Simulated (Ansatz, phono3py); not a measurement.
## Scattering channels in CaO (Lime, Fm-3m), one at a time

Wanted: the sensitivity of κ of CaO (Lime) to the choices of the transport step.

Experimental results on record:
- thermal conductivity 27 W/m/K near room temperature (given in “Combining the AFLOW GIBBS and Elastic Libraries to efficiently and robustly screen thermo-mechanical properties of solids”, 2017, arXiv:1611.05714)
- thermal conductivity 27 W/m/K near room temperature (given in “Predicting the lattice thermal conductivity of solids by solving the Boltzmann transport equation: AFLOW - AAPL an automated, accurate and efficient framework”, 2017, arXiv:1611.05481)

Calculated with phono3py 4.10.0; DFT LDA, scalar-relativistic, plane waves, PAW; PAW set soft_1; phono3py on Ansatz's force constants.

Report form: the programs' logs are mostly left out.

## 1. Starting point

The structure is cubic, space group Fm-3m (No. 225). Conventional cell: a = 4.707 Å, b = 4.707 Å, c = 4.707 Å, α = 90.00°, β = 90.00°, γ = 90.00°. Nearest to Ca lie 6 O at 2.35 Å. Nearest to O lie 6 Ca at 2.35 Å. Farther neighbours and most contacts between anions are not listed.

## 2. Relaxation-time solution

The base run: each mode relaxes on its own with natural isotopes, and rates are split into normal and umklapp parts.

phono3py.yaml

```yaml
phono3py:
  version: "4.10.0"
  frequency_unit_conversion_factor: 15.633302
  symmetry_tolerance: 1.00000e-05

physical_unit:
  atomic_mass: "AMU"
  length: "angstrom"

space_group:
  type: "Fm-3m"
  number: 225
  Hall_symbol: "-F 4 2 3"

primitive_matrix:
- [  1.000000000000000,  0.000000000000000,  0.000000000000000 ]
- [  0.000000000000000,  1.000000000000000,  0.000000000000000 ]
- [  0.000000000000000,  0.000000000000000,  1.000000000000000 ]

supercell_matrix:
- [   3,   0,   0 ]
- [   0,   3,   0 ]
- [   0,   0,   3 ]

# [primitive_cell block left out]
unit_cell:
  lattice:
  - [     0.000000000000000,     2.353680541300000,     2.353680541300000 ] # a
  - [     2.353680541300000,     0.000000000000000,     2.353680541300000 ] # b
  - [     2.353680541300000,     2.353680541300000,     0.000000000000000 ] # c
  points:
  - symbol: Ca # 1
    coordinates: [  0.000000000000000,  0.000000000000000,  0.000000000000000 ]
    mass: 40.078000
    reduced_to: 1
  - symbol: O # 2
    coordinates: [  0.500000000000000,  0.500000000000000,  0.500000000000000 ]
    mass: 15.999000
    reduced_to: 2

# [supercell block left out]
phonon_supercell_matrix:
- [   6,   0,   0 ]
- [   0,   6,   0 ]
- [   0,   0,   6 ]

# [phonon_primitive_cell block left out]
# [phonon_supercell block left out]
nac:
  born_effective_charge:
  - # 1 (Ca)
    - [  2.375246058980478,  0.000000000000000,  0.000000000000000 ]
    - [  0.000000000000000,  2.375246058980478,  0.000000000000000 ]
    - [  0.000000000000000,  0.000000000000000,  2.375246058980478 ]
  - # 2 (O)
    - [ -2.375246058980478,  0.000000000000000,  0.000000000000000 ]
    - [  0.000000000000000, -2.375246058980478,  0.000000000000000 ]
    - [  0.000000000000000,  0.000000000000000, -2.375246058980478 ]
  dielectric_constant:
    - [  3.870742920998764,  0.000000000000000,  0.000000000000000 ]
    - [  0.000000000000000,  3.870742920998764,  0.000000000000000 ]
    - [  0.000000000000000,  0.000000000000000,  3.870742920998764 ]
  unit_conversion_factor: 14.399645
```

Launch:

```bash
phono3py phono3py.yaml --mesh 23 23 23 --br --isotope --nu --ts 100 150 200 300 400 500 600 800
```

Wall time 74 s (8 threads of Arm Neoverse V1, shared host); peak memory 0.35 GiB; 8.8 min of CPU time.

Numbers from this step:

```
κ at 300 K                                       : 36.76 W/m/K
κ xx, yy, zz at 300 K                            : 36.76, 36.76, 36.76 W/m/K
normal share of three-phonon scattering at 300 K : 0.618
```

W/m/K. Kappa, by row:

| T (K) | xx | yy | zz | yz | xz | xy |
| --- | --- | --- | --- | --- | --- | --- |
| 100 | 150.6 | 150.6 | 150.6 | 0 | 0 | 0 |
| 150 | 80.28 | 80.28 | 80.28 | 0 | 0 | 0 |
| 200 | 56.72 | 56.72 | 56.72 | 0 | 0 | 0 |
| 300 | 36.76 | 36.76 | 36.76 | 0 | 0 | 0 |
| 400 | 27.48 | 27.48 | 27.48 | 0 | 0 | 0 |
| 500 | 22.01 | 22.01 | 22.01 | 0 | 0 | 0 |
| 600 | 18.37 | 18.37 | 18.37 | 0 | 0 | 0 |
| 800 | 13.83 | 13.83 | 13.83 | 0 | 0 | 0 |

Table of lattice thermal conductivity, xx by temperature:

| temperature (K) | lattice thermal conductivity, xx (W/m/K) |
| --- | --- |
| 100 | 151 |
| 150 | 80.3 |
| 200 | 56.7 |
| 300 | 36.8 |
| 400 | 27.5 |
| 500 | 22.0 |
| 600 | 18.4 |
| 800 | 13.8 |

The mean scattering rate at 300 K by frequency:

| frequency (THz) | normal (1/ps) | umklapp (1/ps) |
| --- | --- | --- |
| 0.36 | - | - |
| 1.07 | 0.0107 | 0.00126 |
| 1.78 | 0.0237 | 0.00778 |
| 2.49 | 0.0685 | 0.0236 |
| 3.20 | 0.142 | 0.0501 |
| 3.91 | 0.217 | 0.0882 |
| 4.63 | 0.188 | 0.0867 |
| 5.34 | 0.199 | 0.114 |
| 6.05 | 0.16 | 0.128 |
| 6.76 | 0.114 | 0.101 |
| 7.47 | 0.0984 | 0.104 |
| 8.18 | 0.099 | 0.106 |
| 8.89 | 0.329 | 0.109 |
| 9.61 | 0.293 | 0.161 |
| 10.32 | 0.227 | 0.15 |
| 11.03 | 0.156 | 0.16 |
| 11.74 | 0.186 | 0.313 |
| 12.45 | 0.339 | 0.541 |
| 13.16 | 0.653 | 0.656 |
| 13.88 | 1.39 | 0.905 |
| 14.59 | 3.1 | 1.74 |
| 15.30 | 4.66 | 2.96 |
| 16.01 | 3.59 | 2.47 |
| 16.72 | 2 | 0.876 |

The base value at 300 K is 36.8 W/(m K).

The lattice thermal conductivity, xx is 36.8 W/m/K at 300 K, going as T^-1.0 above 200 K.

## 3. Two programs, one set of constants

This step: DFT LDA, scalar-relativistic, plane waves, PAW; PAW set soft_1 (Ansatz 0.2.0).

Ansatz's figure includes its coherence part. Comparison, by row:

| T (K) | Ansatz RTA (W/m/K) | phono3py RTA (W/m/K) | difference (%) |
| --- | --- | --- | --- |
| 100 | 150.7 | 150.6 | -0.07 |
| 150 | 80.41 | 80.28 | -0.16 |
| 200 | 56.86 | 56.72 | -0.25 |
| 300 | 36.94 | 36.76 | -0.49 |
| 400 | 27.68 | 27.48 | -0.72 |
| 500 | 22.22 | 22.01 | -0.95 |
| 600 | 18.6 | 18.37 | -1.24 |
| 800 | 14.08 | 13.83 | -1.78 |

## 4. Without isotopes, third order supercell 3×3×3, supercell 6×6×6

Leaving out the isotope term shows how much the natural mass disorder scatters.

This step: DFT LDA, scalar-relativistic, plane waves, PAW; PAW set soft_1; phono3py on Ansatz's force constants (phono3py 4.10.0).

phono3py.yaml is that of step 2.

Launch:

```bash
phono3py phono3py.yaml --mesh 23 23 23 --br --ts 100 150 200 300 400 500 600 800
```

It took 66 s on 8 threads; peak memory 0.35 GiB; 8 min of CPU time.

This step gave:

```
κ at 300 K            : 39.25 W/m/K
κ xx, yy, zz at 300 K : 39.25, 39.25, 39.25 W/m/K
```

W/m/K. Kappa, by row:

| T (K) | xx | yy | zz | yz | xz | xy |
| --- | --- | --- | --- | --- | --- | --- |
| 100 | 180.9 | 180.9 | 180.9 | 0 | 0 | 0 |
| 150 | 91.58 | 91.58 | 91.58 | 0 | 0 | 0 |
| 200 | 62.59 | 62.59 | 62.59 | 0 | 0 | 0 |
| 300 | 39.25 | 39.25 | 39.25 | 0 | 0 | 0 |
| 400 | 28.87 | 28.87 | 28.87 | 0 | 0 | 0 |
| 500 | 22.9 | 22.9 | 22.9 | 0 | 0 | 0 |
| 600 | 18.99 | 18.99 | 18.99 | 0 | 0 | 0 |
| 800 | 14.18 | 14.18 | 14.18 | 0 | 0 | 0 |

κ at 300 K goes from 36.8 in the base run to 39.2 W/(m K).

## 5. Another q-mesh, third order supercell 3×3×3, supercell 6×6×6

The q-mesh of the transport sums changes, with the same scattering terms.

phono3py.yaml is that of step 4.

Launch:

```bash
phono3py phono3py.yaml --mesh 5 5 5 --br --isotope --ts 100 300 600
```

Elapsed: 3.6 s, on 8 threads; peak memory 0.35 GiB; 3.8 s of CPU time.

This step gave:

```
κ at 300 K            : 31.19 W/m/K
κ xx, yy, zz at 300 K : 31.19, 31.19, 31.19 W/m/K
```

W/m/K. Kappa, by row:

| T (K) | xx | yy | zz | yz | xz | xy |
| --- | --- | --- | --- | --- | --- | --- |
| 100 | 73.42 | 73.42 | 73.42 | 0 | 0 | 0 |
| 300 | 31.19 | 31.19 | 31.19 | 0 | 0 | 0 |
| 600 | 16.4 | 16.4 | 16.4 | 0 | 0 | 0 |

This mesh is too coarse for the transport sums: κ at 300 K comes out at 31.2 against 36.8 W/(m K) in the base run.

## 6. Another q-mesh, third order supercell 3×3×3, supercell 6×6×6 (run 2)

phono3py.yaml is that of step 5.

Launch:

```bash
phono3py phono3py.yaml --mesh 7 7 7 --br --isotope --ts 100 300 600
```

Wall time 3.8 s (8 threads); peak memory 0.35 GiB; 4.4 s of CPU time.

W/m/K. Kappa, by row:

| T (K) | xx | yy | zz | yz | xz | xy |
| --- | --- | --- | --- | --- | --- | --- |
| 100 | 86.79 | 86.79 | 86.79 | 0 | 0 | 0 |
| 300 | 29.53 | 29.53 | 29.53 | 0 | 0 | 0 |
| 600 | 15.37 | 15.37 | 15.37 | 0 | 0 | 0 |

This mesh is too coarse for the transport sums: κ at 300 K comes out at 29.5 against 36.8 W/(m K) in the base run.

## 7. Another q-mesh, third order supercell 3×3×3, supercell 6×6×6 (run 3)

phono3py.yaml is that of step 6.

Launch:

```bash
phono3py phono3py.yaml --mesh 11 11 11 --br --isotope --ts 100 300 600
```

The job ended after 4.8 s (8 threads; peak memory 0.35 GiB).

W/m/K. Kappa, by row:

| T (K) | xx | yy | zz | yz | xz | xy |
| --- | --- | --- | --- | --- | --- | --- |
| 100 | 119.5 | 119.5 | 119.5 | 0 | 0 | 0 |
| 300 | 33.6 | 33.6 | 33.6 | 0 | 0 | 0 |
| 600 | 17.07 | 17.07 | 17.07 | 0 | 0 | 0 |

κ at 300 K goes from 36.8 in the base run to 33.6 W/(m K).

## 8. Another q-mesh, third order supercell 3×3×3, supercell 6×6×6 (run 4)

phono3py.yaml is that of step 7.

Launch:

```bash
phono3py phono3py.yaml --mesh 15 15 15 --br --isotope --ts 100 300 600
```

Wall time 9.9 s (8 threads); peak memory 0.35 GiB; 48 s of CPU time.

W/m/K. Kappa, by row:

| T (K) | xx | yy | zz | yz | xz | xy |
| --- | --- | --- | --- | --- | --- | --- |
| 100 | 139.1 | 139.1 | 139.1 | 0 | 0 | 0 |
| 300 | 35.96 | 35.96 | 35.96 | 0 | 0 | 0 |
| 600 | 18.07 | 18.07 | 18.07 | 0 | 0 | 0 |

κ at 300 K goes from 36.8 in the base run to 36.0 W/(m K).

## 9. Another q-mesh, third order supercell 3×3×3, supercell 6×6×6 (run 5)

phono3py.yaml is that of step 8.

Launch:

```bash
phono3py phono3py.yaml --mesh 21 21 21 --br --isotope --ts 100 300 600
```

It took 47 s on 8 threads; peak memory 0.35 GiB; 5.4 min of CPU time.

κ at 300 K goes from 36.8 in the base run to 36.7 W/(m K).

## 10. Another q-mesh, third order supercell 3×3×3, supercell 6×6×6 (run 6)

phono3py.yaml is that of step 9.

Launch:

```bash
phono3py phono3py.yaml --mesh 27 27 27 --br --isotope --ts 100 300 600
```

Elapsed: 3.1 min, on 8 threads; peak memory 0.35 GiB.

W/m/K. Kappa, by row:

| T (K) | xx | yy | zz | yz | xz | xy |
| --- | --- | --- | --- | --- | --- | --- |
| 100 | 150.1 | 150.1 | 150.1 | 0 | 0 | 0 |
| 300 | 36.61 | 36.61 | 36.61 | 0 | 0 | 0 |
| 600 | 18.3 | 18.3 | 18.3 | 0 | 0 | 0 |

κ at 300 K goes from 36.8 in the base run to 36.6 W/(m K).

## 11. Mesh convergence

This step: DFT LDA, scalar-relativistic, plane waves, PAW; PAW set soft_1 (phono3py 4.10.0).

Series, by row:

| mesh points along each axis | kappa at 100 K (W/m/K) | kappa at 300 K (W/m/K) | kappa at 600 K (W/m/K) | seconds |
| --- | --- | --- | --- | --- |
| 5 | 73.42 | 31.19 | 16.4 | 3.65 |
| 7 | 86.79 | 29.53 | 15.37 | 3.79 |
| 11 | 119.5 | 33.6 | 17.07 | 4.84 |
| 15 | 139.1 | 35.96 | 18.07 | 9.87 |
| 21 | 149.5 | 36.71 | 18.36 | 47.05 |
| 27 | 150.1 | 36.61 | 18.3 | 183.9 |

## 12. Boundary scattering, third order supercell 3×3×3, supercell 6×6×6

A boundary term v/L is added to each rate, a simple model of grains or a thin sample.

This step: DFT LDA, scalar-relativistic, plane waves, PAW; PAW set soft_1; phono3py on Ansatz's force constants (phono3py 4.10.0).

phono3py.yaml is that of step 10.

Launch:

```bash
phono3py phono3py.yaml --mesh 23 23 23 --br --isotope --boundary-mfp 0.01 --ts 100 150 200 300 400 500 600 800
```

The job ended after 75 s (8 threads; peak memory 0.35 GiB; 8.9 min of CPU time).

Numbers from this step:

```yaml
kappa_at_300_k: 8.955 W/m/K
kappa_xx_yy_zz_at_300_k: 8.955, 8.955, 8.955 W/m/K
```

W/m/K. Kappa, by row:

| T (K) | xx | yy | zz | yz | xz | xy |
| --- | --- | --- | --- | --- | --- | --- |
| 100 | 6.372 | 6.372 | 6.372 | 0 | 0 | 0 |
| 150 | 8.666 | 8.666 | 8.666 | 0 | 0 | 0 |
| 200 | 9.29 | 9.29 | 9.29 | 0 | 0 | 0 |
| 300 | 8.955 | 8.955 | 8.955 | 0 | 0 | 0 |
| 400 | 8.201 | 8.201 | 8.201 | 0 | 0 | 0 |
| 500 | 7.481 | 7.481 | 7.481 | 0 | 0 | 0 |
| 600 | 6.859 | 6.859 | 6.859 | 0 | 0 | 0 |
| 800 | 5.877 | 5.877 | 5.877 | 0 | 0 | 0 |

κ at 300 K goes from 36.8 in the base run to 8.96 W/(m K).

## 13. Boundary scattering, third order supercell 3×3×3, supercell 6×6×6 (run 2)

phono3py.yaml is that of step 12.

Launch:

```bash
phono3py phono3py.yaml --mesh 23 23 23 --br --isotope --boundary-mfp 0.03 --ts 100 150 200 300 400 500 600 800
```

Run time: 74 s. Hardware: 8 threads; peak memory 0.35 GiB.

Numbers from this step:

```
κ at 300 K            : 15.24 W/m/K
κ xx, yy, zz at 300 K : 15.24, 15.24, 15.24 W/m/K
```

κ at 300 K goes from 36.8 in the base run to 15.2 W/(m K).

## 14. Direct solution of the linearised equation, third order supercell 3×3×3, supercell 6×6×6

Solving the linearised equation directly keeps the heat that normal processes pass on between modes; it is dearer, so the mesh may be smaller.

phono3py.yaml is that of step 13.

Launch:

```bash
phono3py phono3py.yaml --mesh 19 19 19 --lbte --isotope --ts 100 300 600
```

Wall time 4.3 min (8 threads); peak memory 0.52 GiB.

This step gave:

| Item | Value |
| --- | --- |
| κ at 300 K | 38.93 W/m/K |
| κ xx, yy, zz at 300 K | 38.93, 38.93, 38.93 W/m/K |

W/m/K. Kappa, by row:

| T (K) | xx | yy | zz | yz | xz | xy | RTA mean |
| --- | --- | --- | --- | --- | --- | --- | --- |
| 100 | 157.4 | 157.4 | 157.4 | 0 | 0 | 0 | 147.7 |
| 300 | 38.93 | 38.93 | 38.93 | 0 | 0 | 0 | 36.61 |
| 600 | 19.49 | 19.49 | 19.49 | 0 | 0 | 0 | 18.34 |

On this mesh the direct solution gives 38.9 W/(m K) at 300 K; the base run used another mesh, so the two can't be set side by side.

For the κ at 300 K, step 2 gave 36.8 W/m/K; this run, with q-mesh of the transport sums 19×19×19 and solver LBTE, gives 38.9 W/m/K (+6 %).

## 15. Adding coherences, third order supercell 3×3×3, supercell 6×6×6

Close branches can carry heat by tunnelling between them, which the particle picture leaves out.

phono3py.yaml is that of step 14.

Launch:

```bash
phono3py phono3py.yaml --mesh 23 23 23 --br --isotope --tt smm19 --ts 100 150 200 300 400 500 600 800
```

Elapsed: 83 s, on 8 threads; peak memory 0.35 GiB; 9.9 min of CPU time.

Numbers from this step:

* κ at 300 K: 36.94 W/m/K
* κ xx, yy, zz at 300 K: 36.94, 36.94, 36.94 W/m/K

W/m/K. Kappa, by row:

| T (K) | xx | yy | zz | yz | xz | xy | intra mean | inter mean |
| --- | --- | --- | --- | --- | --- | --- | --- | --- |
| 100 | 150.7 | 150.7 | 150.7 | 0 | 0 | 0 | 150.6 | 0.0973 |
| 150 | 80.4 | 80.4 | 80.4 | 0 | 0 | 0 | 80.28 | 0.1206 |
| 200 | 56.86 | 56.86 | 56.86 | 0 | 0 | 0 | 56.72 | 0.1441 |
| 300 | 36.94 | 36.94 | 36.94 | 0 | 0 | 0 | 36.76 | 0.1767 |
| 400 | 27.68 | 27.68 | 27.68 | 0 | 0 | 0 | 27.48 | 0.1982 |
| 500 | 22.22 | 22.22 | 22.22 | 0 | 0 | 0 | 22.01 | 0.2148 |
| 600 | 18.6 | 18.6 | 18.6 | 0 | 0 | 0 | 18.37 | 0.229 |
| 800 | 14.09 | 14.09 | 14.09 | 0 | 0 | 0 | 13.83 | 0.254 |

κ at 300 K goes from 36.8 in the base run to 36.9 W/(m K).

## 16. Gaussian smearing, third order supercell 3×3×3, supercell 6×6×6

A Gaussian replaces the tetrahedron method for energy conservation; its width must match the mesh.

phono3py.yaml is that of step 15.

Launch:

```bash
phono3py phono3py.yaml --mesh 23 23 23 --br --isotope --sigma 0.05 --ts 100 300 600
```

Wall time 74 s (8 threads); peak memory 0.35 GiB.

Numbers from this step:

```yaml
kappa_at_300_k: 37.16 W/m/K
kappa_xx_yy_zz_at_300_k: 37.16, 37.16, 37.16 W/m/K
```

W/m/K. Kappa, by row:

| T (K) | xx | yy | zz | yz | xz | xy |
| --- | --- | --- | --- | --- | --- | --- |
| 100 | 151.8 | 151.8 | 151.8 | 0 | 0 | 0 |
| 300 | 37.16 | 37.16 | 37.16 | 0 | 0 | 0 |
| 600 | 18.58 | 18.58 | 18.58 | 0 | 0 | 0 |

With a width of 0.05 THz κ at 300 K is 37.2 W/(m K), +1.1 % from the tetrahedron value.

## 17. Gaussian smearing, third order supercell 3×3×3, supercell 6×6×6 (run 2)

phono3py.yaml is that of step 16.

Launch:

```bash
phono3py phono3py.yaml --mesh 23 23 23 --br --isotope --sigma 1 --ts 100 300 600
```

Run time: 73 s. Hardware: 8 threads; peak memory 0.35 GiB.

This step gave:

| Quantity | Value |
| --- | --- |
| κ at 300 K | 31.79 W/m/K |
| κ xx, yy, zz at 300 K | 31.79, 31.79, 31.79 W/m/K |

With a width of 1 THz κ at 300 K is 31.8 W/(m K), -13.5 % from the tetrahedron value; a width this large blurs energy conservation.

Between step 16 and this run (sigma 1 THz) the value for the κ at 300 K moves from 37.2 W/m/K to 31.8 W/m/K (-14 %).

## 18. Two-phonon phase space, third order supercell 3×3×3, supercell 6×6×6

The two-phonon density of states counts the channels open to a mode, without matrix elements.

phono3py.yaml is that of step 17.

Launch:

```bash
phono3py phono3py.yaml --mesh 27 27 27 --jdos --gp 0 --num-freq-points 80
```

Wall time 3.9 s (8 threads); peak memory 0.35 GiB; 5.4 s of CPU time.

The joint density of states at Gamma has structure finer than the step of the table below, so its rows give means over 2 THz, whole bins alone (the curve runs from 0 to 34.3 THz). Peaks (THz: height): absorption class 0.4: 6.10, 3.0: 6.62; decay class 15.6: 4.79, 19.5: 5.42, 23.4: 1.72.

The joint density of states at Gamma by frequency; means over each step:

| frequency (THz) | absorption class (1/THz) | decay class (1/THz) |
| --- | --- | --- |
| 2 | 3.50 | 0.00828 |
| 4 | 5.24 | 0.0358 |
| 6 | 1.70 | 0.0902 |
| 8 | 0.827 | 0.195 |
| 10 | 0.409 | 0.469 |
| 12 | 0.204 | 1.21 |
| 14 | 0.0816 | 1.83 |
| 16 | 0.0141 | 3.51 |
| 18 | 0 | 2.84 |
| 20 | 0 | 4.19 |
| 22 | 0 | 1.29 |
| 24 | 0 | 1.54 |
| 26 | 0 | 0.479 |
| 28 | 0 | 0.118 |
| 30 | 0 | 0.0934 |
| 32 | 0 | 0.0587 |

## 19. Without the dipole term, third order supercell 3×3×3, supercell 6×6×6

Dropping the dipole term tests how much its part of the interpolation matters for κ.

phono3py.yaml is that of step 18.

Launch:

```bash
phono3py phono3py.yaml --mesh 23 23 23 --br --isotope --nonac --ts 100 300 600
```

Wall time 83 s (8 threads); peak memory 0.35 GiB.

Numbers from this step:

```
κ at 300 K            : 36.78 W/m/K
κ xx, yy, zz at 300 K : 36.78, 36.78, 36.78 W/m/K
```

W/m/K. Kappa, by row:

| T (K) | xx | yy | zz | yz | xz | xy |
| --- | --- | --- | --- | --- | --- | --- |
| 100 | 148.9 | 148.9 | 148.9 | 0 | 0 | 0 |
| 300 | 36.78 | 36.78 | 36.78 | 0 | 0 | 0 |
| 600 | 18.44 | 18.44 | 18.44 | 0 | 0 | 0 |

κ at 300 K goes from 36.8 to 36.8 W/(m K). Only the interpolation between the solved wavevectors changes, and the fewer these are, the more it matters.

(Continued in part 2 of 2.)

[Logs are printed without paths, hosts, clocks, repeated set-up lines and the standing remarks that a program may print on its own settings, such as how far it seeks lower states.]

[Hosts, paths, dates, database ids (printed as entryN), source tags and the programs' standing remarks are cut or masked in the printed files.]

[A step with changed settings may run another functional than the one named; its input shows which.]
